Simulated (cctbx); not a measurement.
**Which space group?**

Cell: a = 12.3590 Å, b = 14.6310 Å, c = 3.9480 Å, α = 90.00°, β = 90.00°, γ = 90.00°. Expected content of the cell: Nd4 Ni4 Co4 Al32.

Simulated single-crystal data (cctbx): Mo Kα, λ = 0.71073 Å, to d = 0.75 Å, 80 % of the full sphere, strongest reflection 40000 counts, noise from counting, a 3 % proportional error and a noise floor of 4 counts (s.d.); no absorption.

Tests on the unmerged data give:

```text
5701 reflections to d = 0.750 A
centring   violations  <I/sigma> of those
    A       2232 of  2840     13.2
    B       2263 of  2822     13.3
    C       2191 of  2838     12.7
    I       2246 of  2889     12.9
    R       2941 of  3816     13.0
    F       3343 of  4250     13.0
Laue class    unique    Rint  (classes that these axes allow; Friedel mates merged)
P -1             3418   0.025
P 1 2/m 1        1850   0.030
P 1 1 2/m        2006   0.029
P 2/m 1 1        1856   0.030
P m m m          1098   0.033
space group    extra absences  I>4sigma  <I/sigma>
P 2 2 2                 0          0         -  acentric
P 21 2 2               11          0      -0.2  acentric
P 2 21 2               14          0       0.1  acentric
P 21 21 2              25          0      -0.0  acentric
P m m 2                 0          0         -  acentric
P 2 m m                 0          0         -  acentric
P m 2 m                 0          0         -  acentric
P 21 a m              112          0      -0.1  acentric
P b 21 m              121          0      -0.0  acentric
P m a 2               112          0      -0.1  acentric
P b m 2               121          0      -0.0  acentric
P b a 2               233          0      -0.1  acentric
P m m m                 0          0         -  centric
P b m m               121          0      -0.0  centric
P m a m               112          0      -0.1  centric
P b a m               233          0      -0.1  centric
Wilson B = 0.29 A^2   <|E^2-1|> = 0.990 (0.968 centric, 0.736 acentric)   E^2>4: 4.4 %
shell (A)         n   <I/sigma>
14.63 - 1.50    168     29.6
 1.50 - 1.19    143     29.1
 1.19 - 1.04    130     26.6
 1.04 - 0.95    134     25.7
 0.95 - 0.88    134     27.7
 0.88 - 0.83    125     23.5
 0.83 - 0.78    124     21.0
 0.78 - 0.75    140     26.0
```

Q: Read the symmetry from these tables.

Every centring test has many violations, so the lattice is primitive.

Rint stays low (0.025 to 0.033) up to P m m m, the highest class in these axes.

16 settings pass the absence test. The most absences obeyed, 233, belong to P b a 2 and P b a m, which absences can't tell apart.

⟨|E²−1|⟩ = 0.990 leans to a centrosymmetric structure. The Wilson B of 0.29 Å² means U ≈ 0.0037 Å².

The true group is Pbam (no. 55), Laue class mmm, centrosymmetric. The tables only narrow the choice to the tied entries; cell content, site symmetry and trial solutions must settle it.

The model was made for the exercise: a known structure type with other elements put in, its volume estimated, not relaxed; displacement parameters are assumed.

[Logs are printed without paths, hosts, clocks, repeated set-up lines and the standing remarks that a program may print on its own settings, such as how far it seeks lower states.]
